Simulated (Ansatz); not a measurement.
# Ir (Iridium, Fm-3m): a volume series of phonon spectra, part 3 of 4

Aim: how the vibrations of Iridium shift with volume, and the expansion that follows.

Ansatz 0.2.0; DFT PBEsol, scalar-relativistic, plane waves, PAW; PAW set soft_1.

So far, highest frequency (cm⁻¹): step 5 (lattice dynamics at this volume, V/V0 1) 204.

The database entry behind the starting cell differs from later determinations by our own check (0.1 to 0.3 % short, probably kX units), so it need not match the best structure at ambient conditions.

## 7. Lattice dynamics at this volume, V/V0 1.015

Phonons at this volume give one point of F(V, T); meshes stay fixed along the series.

Contents of input.yaml:

```yaml
crystal:
  lattice:
    - [0.0, 1.924288661, 1.924288661]
    - [1.924288661, 0.0, 1.924288661]
    - [1.924288661, 1.924288661, 0.0]
  atoms:
    - { symbol: Ir, position: [0.0, 0.0, 0.0] }
kpoints:
  mp_grid: { grid: [20, 20, 20] }
hamiltonian:
  xc: pbesol
  pseudopotentials: { kind: paw, azcp: { folder: soft_1 }, xc_functional: pbe }
scf:
  occupations: { method: methfessel_paxton, width: 0.2 }
  lower_state_search: "off"
output:
  eigenvalues: true
phonons:
  method: dfpt
  qmesh: [4, 4, 4]
  temperatures: { t_max: 1000, t_step: 50 }
  qpath:
    path:
      - [[0.0, 0.0, 0.0], [0.5, 0.0, 0.5], [0.625, 0.25, 0.625]]
      - [[0.375, 0.375, 0.75], [0.0, 0.0, 0.0], [0.5, 0.5, 0.5], [0.5, 0.25, 0.75], [0.5, 0.0, 0.5]]
    npoints: 10
```

Run with:

```console
$ ansatz run input.yaml --threads 8 --pin off --max-ram 16384MiB --backend cpu --events-out ev --progress --plain --runs-dir out
```

Numbers of over 12 decimals in the logs are rounded to 6 here.

The log of the run:

```text
[...]
Crystal: 1 atoms, lattice volume = 14.251 Å³
Basis set: ecut = 420 eV, 283 PW (Γ), exchange–correlation on 40×40×40 points (8 copies of the dense FFT grid, shifted against one another)
Bands: 13, of which v1, the nominal top of the filled ones, is band 9 counted from 1 (8 counted from 0)
Symmetry: 48 space group operations
k-points: 256 of 8000
[...]
k-point 255: bands = [... 5 lower, 20.5411, 20.5411, 23.5967, 26.8685, 33.4199, 34.3357, 34.3357, 38.5850]
[...]
ASR residual: 1.741e-4 → 0.000e0 eV/Å²; symmetrization residual: 1.182e-11 eV/Å²
  ASR residual per site (eV/Å²): 1.74e-4
  Γ frequencies (cm⁻¹): 0.00 0.00 0.00
--- Phonons (arbitrary-q DFPT): 8 irreducible q on the 4×4×4 mesh ---
[...]
interpolated dispersion: 62 rows × 3 modes
[...]
[key lines of the parts left out:]
SCF converged after 7 iterations
Free energy (F): -11800.444562 eV
Fermi energy:    25.342686 eV
```

Elapsed: 74 s, on 8 threads of Arm Neoverse V2, shared host; peak memory 3.6 GiB.

No mode is imaginary beyond numerical noise at the solved wavevectors.

## 8. A cell at another volume, V/V0 0.985

Symmetry fixes every atom, so a single point at the scaled cell gives the energy and pressure of this member.

input.yaml, the sections that differ from step 7:

```yaml
crystal:
  lattice:
    - [0.0, 1.9051402398, 1.9051402398]
    - [1.9051402398, 0.0, 1.9051402398]
    - [1.9051402398, 1.9051402398, 0.0]
  atoms:
    - { symbol: Ir, position: [0.0, 0.0, 0.0] }
output:
  forces: true
  stress: true
  eigenvalues: true
# kpoints, hamiltonian, scf: as in step 7
# phonons: removed
```

The log of the run:

```text
[...]
Crystal: 1 atoms, lattice volume = 13.830 Å³
Basis set: ecut = 420 eV, 283 PW (Γ), exchange–correlation on 40×40×40 points (8 copies of the dense FFT grid, shifted against one another)
Bands: 13, of which v1, the nominal top of the filled ones, is band 9 counted from 1 (8 counted from 0)
Symmetry: 48 space group operations
[...]
k-points: 256 of 8000
[...]
--- Band table (eV; the first three rows and the last of 256) ---
  k-point 0: bands = [... 5 lower, 22.3281, 22.3281, 22.3281, 25.1439, 25.1439, 39.8781, 45.4989, 45.4989]
  k-point 1: bands = [... 5 lower, 22.2644, 22.3786, 22.3786, 25.1095, 25.1095, 40.0803, 44.9536, 45.6920]
  k-point 2: bands = [... 5 lower, 22.0960, 22.5149, 22.5149, 25.0282, 25.0282, 40.6471, 43.7915, 46.2584]
  k-point 255: bands = [... 5 lower, 21.3070, 21.3070, 24.4802, 27.9343, 34.6725, 35.5298, 35.5298, 39.8994]
[key lines of the parts left out:]
SCF converged after 6 iterations
Free energy (F): -11800.444328 eV
Fermi energy:    26.320612 eV
P = ⅓ Tr σ = 6.0980 GPa (60.980 kbar)
```

Run time: 0.53 s. Hardware: 8 threads; peak memory 0.31 GiB; 2.5 s of CPU time.

The run ends at a pressure of 6.10 GPa.

## 9. Phonons, V/V0 0.985

The same q-mesh and k-mesh are kept at every volume, so that much of their error can cancel in the differences.

input.yaml, the sections that differ from step 8:

```yaml
output:
  eigenvalues: true
phonons:
  method: dfpt
  qmesh: [4, 4, 4]
  temperatures: { t_max: 1000, t_step: 50 }
  qpath:
    path:
      - [[0.0, 0.0, 0.0], [0.5, 0.0, 0.5], [0.625, 0.25, 0.625]]
      - [[0.375, 0.375, 0.75], [0.0, 0.0, 0.0], [0.5, 0.5, 0.5], [0.5, 0.25, 0.75], [0.5, 0.0, 0.5]]
    npoints: 10
# crystal, kpoints, hamiltonian, scf: as in step 8
```

The log of the run:

```text
[...]
Crystal: 1 atoms, lattice volume = 13.830 Å³
Basis set: ecut = 420 eV, 283 PW (Γ), exchange–correlation on 40×40×40 points (8 copies of the dense FFT grid, shifted against one another)
Bands: 13, of which v1, the nominal top of the filled ones, is band 9 counted from 1 (8 counted from 0)
Symmetry: 48 space group operations
k-points: 256 of 8000
[...]
k-point 255: bands = [... 5 lower, 21.3070, 21.3070, 24.4802, 27.9343, 34.6725, 35.5298, 35.5298, 39.8994]
[...]
ASR residual: 1.747e-4 → 0.000e0 eV/Å²; symmetrization residual: 5.002e-12 eV/Å²
  ASR residual per site (eV/Å²): 1.75e-4
  Γ frequencies (cm⁻¹): 0.00 0.00 0.00
--- Phonons (arbitrary-q DFPT): 8 irreducible q on the 4×4×4 mesh ---
[...]
interpolated dispersion: 62 rows × 3 modes
[...]
[key lines of the parts left out:]
SCF converged after 7 iterations
Free energy (F): -11800.444328 eV
Fermi energy:    26.320621 eV
```

Elapsed: 70 s, on 8 threads; peak memory 3.6 GiB; 8 min of CPU time.

No LO-TO term. Phonon branches along the path, in cm⁻¹:

```csv
point,branch 1,branch 2,branch 3
Γ,0,0,0
halfway,121,121,191
X,154,154,207
halfway,153,162,201
U,151,178,188
jump to K,151,178,188
halfway,112,124,188
Γ,0,0,0
halfway,91,91,176
L,121,121,213
halfway,143,157,198
W,172,176,176
halfway,159,163,197
X,154,154,207
```

The phonon branches as a text plot (rows in cm⁻¹):

```
    208 |       *******                        ******          **
    200 |              **    ***              *      **       *
    191 |      *         ****   *            *         **   **
    182 |                 *                              * *
    173 |                * *     *          *           ****
    164 |    **        **   *                          *    ***
    155 |           *******  **            *          * *     ***
    146 |        ***       **                        ***
    137 |   *   *            ***  **                **
    129 |                      *                   **
    120 |      *                *         *    ****
    111 |                       *             *
    102 |    **                  *  *        *
     93 |  *                     *          *
     84 |                         **     *
     75 |   *                     **       *
     66 |
     58 |  *                        *     *
     49 | *                         **
     40 |                               **
     31 | *                          *
     22 |                            *  *
     13 |
      4 |*                            **
         Γ           X  U|K            Γ         L        W     X
```

No mode is imaginary beyond numerical noise at the solved wavevectors.

## 10. A cell at another volume, V/V0 1.03

Symmetry fixes every atom, so a single point at the scaled cell gives the energy and pressure of this member.

input.yaml, the sections that differ from step 9:

```yaml
crystal:
  lattice:
    - [0.0, 1.9337215993, 1.9337215993]
    - [1.9337215993, 0.0, 1.9337215993]
    - [1.9337215993, 1.9337215993, 0.0]
  atoms:
    - { symbol: Ir, position: [0.0, 0.0, 0.0] }
output:
  forces: true
  stress: true
  eigenvalues: true
# kpoints, hamiltonian, scf: as in step 9
# phonons: removed
```

The log of the run:

```text
[...]
Crystal: 1 atoms, lattice volume = 14.461 Å³
Basis set: ecut = 420 eV, 283 PW (Γ), exchange–correlation on 40×40×40 points (8 copies of the dense FFT grid, shifted against one another)
Bands: 13, of which v1, the nominal top of the filled ones, is band 9 counted from 1 (8 counted from 0)
Symmetry: 48 space group operations
[...]
k-points: 256 of 8000
[...]
--- Band table (eV; the first three rows and the last of 256) ---
  k-point 0: bands = [... 5 lower, 21.1466, 21.1466, 21.1466, 23.7713, 23.7713, 38.5640, 43.9351, 43.9351]
  k-point 1: bands = [... 5 lower, 21.0876, 21.1940, 21.1940, 23.7401, 23.7401, 38.7530, 43.3974, 44.1160]
  k-point 2: bands = [... 5 lower, 20.9314, 21.3220, 21.3220, 23.6667, 23.6667, 39.2826, 42.2445, 44.6467]
  k-point 255: bands = [... 5 lower, 20.1744, 20.1744, 23.1733, 26.3591, 32.8206, 33.7649, 33.7649, 37.9564]
[key lines of the parts left out:]
SCF converged after 6 iterations
Free energy (F): -11800.433847 eV
Fermi energy:    24.874751 eV
P = ⅓ Tr σ = -10.6546 GPa (-106.546 kbar)
```

Run time: 0.54 s. Hardware: 8 threads; peak memory 0.31 GiB; 2.6 s of CPU time.

The run ends at a pressure of -10.65 GPa.

## 11. Lattice dynamics at this volume, V/V0 1.03

The same q-mesh and k-mesh are kept at every volume, so that much of their error can cancel in the differences.

input.yaml, the sections that differ from step 10:

```yaml
output:
  eigenvalues: true
phonons:
  method: dfpt
  qmesh: [4, 4, 4]
  temperatures: { t_max: 1000, t_step: 50 }
  qpath:
    path:
      - [[0.0, 0.0, 0.0], [0.5, 0.0, 0.5], [0.625, 0.25, 0.625]]
      - [[0.375, 0.375, 0.75], [0.0, 0.0, 0.0], [0.5, 0.5, 0.5], [0.5, 0.25, 0.75], [0.5, 0.0, 0.5]]
    npoints: 10
# crystal, kpoints, hamiltonian, scf: as in step 10
```

The log of the run:

```text
[...]
Crystal: 1 atoms, lattice volume = 14.461 Å³
Basis set: ecut = 420 eV, 283 PW (Γ), exchange–correlation on 40×40×40 points (8 copies of the dense FFT grid, shifted against one another)
Bands: 13, of which v1, the nominal top of the filled ones, is band 9 counted from 1 (8 counted from 0)
Symmetry: 48 space group operations
k-points: 256 of 8000
[...]
k-point 255: bands = [... 5 lower, 20.1745, 20.1745, 23.1733, 26.3591, 32.8206, 33.7649, 33.7649, 37.9564]
[...]
ASR residual: 1.604e-4 → 0.000e0 eV/Å²; symmetrization residual: 8.489e-12 eV/Å²
  ASR residual per site (eV/Å²): 1.60e-4
  Γ frequencies (cm⁻¹): 0.00 0.00 0.00
--- Phonons (arbitrary-q DFPT): 8 irreducible q on the 4×4×4 mesh ---
[...]
interpolated dispersion: 62 rows × 3 modes
[...]
[key lines of the parts left out:]
SCF converged after 7 iterations
Free energy (F): -11800.433847 eV
Fermi energy:    24.874765 eV
```

Run time: 74 s. Hardware: 8 threads; peak memory 3.7 GiB; 8.5 min of CPU time.

No LO-TO term. Phonon branches along the path, in cm⁻¹:

```csv
point,branch 1,branch 2,branch 3
Γ,0,0,0
halfway,109,109,173
X,137,137,181
halfway,137,143,176
U,137,156,164
jump to K,137,156,164
halfway,103,110,169
Γ,0,0,0
halfway,84,84,158
L,111,111,186
halfway,130,140,173
W,154,154,155
halfway,141,146,172
X,137,137,181
```

The phonon branches as a text plot (rows in cm⁻¹):

```
    183 |       *******                       *******           *
    175 |      *       **    ***             *       **       **
    168 |                * **   *                      **   **
    160 |                 *                 *            * *
    152 |    **         ** *     *                      ******
    144 |              *    *                          **   ***
    136 |         ********** **            *         ***      ***
    129 |        *          ***   **                * *
    121 |   *   *              *                   ***
    113 |      *               **         *     ****
    105 |                       *              *
     97 |                                    **
     90 |  * **                  *  *
     82 |                                   *
     74 |   *                     **     * *
     66 |                         **
     58 |                                 *
     51 |  *                        **
     43 | *                             *
     35 |                                *
     27 | *                          *
     19 |                               *
     12 |
      4 |*                            **
         Γ           X  U|K            Γ         L        W     X
```

No mode is imaginary beyond numerical noise at the solved wavevectors.

## 12. Single point at a scaled cell, V/V0 0.97

Symmetry fixes every atom, so a single point at the scaled cell gives the energy and pressure of this member.

input.yaml, the sections that differ from step 11:

```yaml
crystal:
  lattice:
    - [0.0, 1.8954199674, 1.8954199674]
    - [1.8954199674, 0.0, 1.8954199674]
    - [1.8954199674, 1.8954199674, 0.0]
  atoms:
    - { symbol: Ir, position: [0.0, 0.0, 0.0] }
output:
  forces: true
  stress: true
  eigenvalues: true
# kpoints, hamiltonian, scf: as in step 11
# phonons: removed
```

The log of the run:

```text
[...]
Crystal: 1 atoms, lattice volume = 13.619 Å³
Basis set: ecut = 420 eV, 283 PW (Γ), exchange–correlation on 36×36×36 points (8 copies of the dense FFT grid, shifted against one another)
Bands: 13, of which v1, the nominal top of the filled ones, is band 9 counted from 1 (8 counted from 0)
Symmetry: 48 space group operations
[...]
k-points: 256 of 8000
[...]
--- Band table (eV; the first three rows and the last of 256) ---
  k-point 0: bands = [... 5 lower, 22.7446, 22.7446, 22.7446, 25.6289, 25.6289, 40.3391, 46.0469, 46.0469]
  k-point 1: bands = [... 5 lower, 22.6791, 22.7962, 22.7962, 25.5932, 25.5932, 40.5460, 45.4988, 46.2443]
  k-point 2: bands = [... 5 lower, 22.5065, 22.9354, 22.9354, 25.5090, 25.5090, 41.1257, 44.3328, 46.8232]
  k-point 255: bands = [... 5 lower, 21.7073, 21.7073, 24.9411, 28.4920, 35.3273, 36.1545, 36.1545, 40.5869]
[key lines of the parts left out:]
SCF converged after 6 iterations
Free energy (F): -11800.431991 eV
Fermi energy:    26.831848 eV
P = ⅓ Tr σ = 12.7726 GPa (127.726 kbar)
```

Wall time 0.53 s (8 threads); peak memory 0.31 GiB; 2.5 s of CPU time.

The run ends at a pressure of 12.77 GPa.

## 13. Phonons, V/V0 0.97

Phonons at this volume give one point of F(V, T); meshes stay fixed along the series.

input.yaml, the sections that differ from step 12:

```yaml
output:
  eigenvalues: true
phonons:
  method: dfpt
  qmesh: [4, 4, 4]
  temperatures: { t_max: 1000, t_step: 50 }
  qpath:
    path:
      - [[0.0, 0.0, 0.0], [0.5, 0.0, 0.5], [0.625, 0.25, 0.625]]
      - [[0.375, 0.375, 0.75], [0.0, 0.0, 0.0], [0.5, 0.5, 0.5], [0.5, 0.25, 0.75], [0.5, 0.0, 0.5]]
    npoints: 10
# crystal, kpoints, hamiltonian, scf: as in step 12
```

The log of the run:

```text
[...]
Crystal: 1 atoms, lattice volume = 13.619 Å³
Basis set: ecut = 420 eV, 283 PW (Γ), exchange–correlation on 36×36×36 points (8 copies of the dense FFT grid, shifted against one another)
Bands: 13, of which v1, the nominal top of the filled ones, is band 9 counted from 1 (8 counted from 0)
Symmetry: 48 space group operations
k-points: 256 of 8000
[...]
k-point 255: bands = [... 5 lower, 21.7073, 21.7073, 24.9412, 28.4920, 35.3273, 36.1545, 36.1545, 40.5869]
[...]
ASR residual: 1.601e-4 → 0.000e0 eV/Å²; symmetrization residual: 7.124e-12 eV/Å²
  ASR residual per site (eV/Å²): 1.60e-4
  Γ frequencies (cm⁻¹): 0.00 0.00 0.00
--- Phonons (arbitrary-q DFPT): 8 irreducible q on the 4×4×4 mesh ---
[...]
interpolated dispersion: 62 rows × 3 modes
[...]
[key lines of the parts left out:]
SCF converged after 7 iterations
Free energy (F): -11800.431991 eV
Fermi energy:    26.831857 eV
```

Elapsed: 69 s, on 8 threads; peak memory 3.5 GiB.

No LO-TO term. Phonon branches along the path, in cm⁻¹:

```csv
point,branch 1,branch 2,branch 3
Γ,0,0,0
halfway,125,125,197
X,160,160,216
halfway,159,168,210
U,156,185,196
jump to K,156,185,196
halfway,114,129,195
Γ,0,0,0
halfway,94,94,183
L,125,125,222
halfway,148,163,207
W,178,184,184
halfway,166,169,205
X,160,160,216
```

The phonon branches as a text plot (rows in cm⁻¹):

```
    217 |        ******                        ******          **
    208 |       *      **    ***              *      **       *
    199 |      *         ****   *            *         **   **
    190 |                                                * *
    180 |                ***     *          *           ****
    171 |    **        **   *                          * *  **
    162 |           *****    **            *          * *     ***
    153 |        ***     ***                         * *
    143 |   *   *           ****  **                ***
    134 |                                          **
    125 |      *               **         *     ****
    116 |                       *             **
    106 |    **                  *  *        *
     97 |  *                     *          *
     88 |                         **     *
     79 |   *                     **       *
     69 |
     60 |  *                        *     *
     51 | *                         **
     42 |                               **
     32 | *                          *
     23 |                            *  *
     14 |
      5 |*                            **
         Γ           X  U|K            Γ         L        W     X
```

No mode is imaginary beyond numerical noise at the solved wavevectors.

## 14. Single point at a scaled cell, V/V0 1.05

Symmetry fixes every atom, so a single point at the scaled cell gives the energy and pressure of this member.

The cell differs from the one that the last finished run ended in (a 2.681 → 2.752 Å, b 2.681 → 2.752 Å, c 2.681 → 2.752 Å).

input.yaml, the sections that differ from step 13:

```yaml
crystal:
  lattice:
    - [0.0, 1.9461574497, 1.9461574497]
    - [1.9461574497, 0.0, 1.9461574497]
    - [1.9461574497, 1.9461574497, 0.0]
  atoms:
    - { symbol: Ir, position: [0.0, 0.0, 0.0] }
output:
  forces: true
  stress: true
  eigenvalues: true
# kpoints, hamiltonian, scf: as in step 13
# phonons: removed
```

The log of the run:

```text
[...]
Crystal: 1 atoms, lattice volume = 14.742 Å³
Basis set: ecut = 420 eV, 283 PW (Γ), exchange–correlation on 40×40×40 points (8 copies of the dense FFT grid, shifted against one another)
Bands: 13, of which v1, the nominal top of the filled ones, is band 9 counted from 1 (8 counted from 0)
Symmetry: 48 space group operations
[...]
k-points: 256 of 8000
[...]
--- Band table (eV; the first three rows and the last of 256) ---
  k-point 0: bands = [... 5 lower, 20.6518, 20.6518, 20.6518, 23.1979, 23.1979, 38.0109, 43.2760, 43.2760]
  k-point 1: bands = [... 5 lower, 20.5949, 20.6980, 20.6980, 23.1680, 23.1680, 38.1943, 42.7411, 43.4518]
  k-point 2: bands = [... 5 lower, 20.4437, 20.8225, 20.8225, 23.0978, 23.0978, 38.7082, 41.5917, 43.9673]
  k-point 255: bands = [... 5 lower, 19.7015, 19.7015, 22.6265, 25.7029, 32.0477, 33.0295, 33.0295, 37.1461]
[key lines of the parts left out:]
SCF converged after 6 iterations
Free energy (F): -11800.409724 eV
Fermi energy:    24.271398 eV
P = ⅓ Tr σ = -16.7478 GPa (-167.478 kbar)
```

It took 0.54 s on 8 threads; peak memory 0.32 GiB; 2.6 s of CPU time.

The run ends at a pressure of -16.75 GPa.

[end of part 3 of 4]

[Logs are printed without paths, hosts, clocks, repeated set-up lines and the standing remarks that a program may print on its own settings, such as how far it seeks lower states.]

[Hosts, paths, dates, database ids (printed as entryN), source tags and the programs' standing remarks are cut or masked in the printed files.]

[A step with changed settings may run another functional than the one named; its input shows which.]

[Of the runs on displaced cells, only some may be shown.]
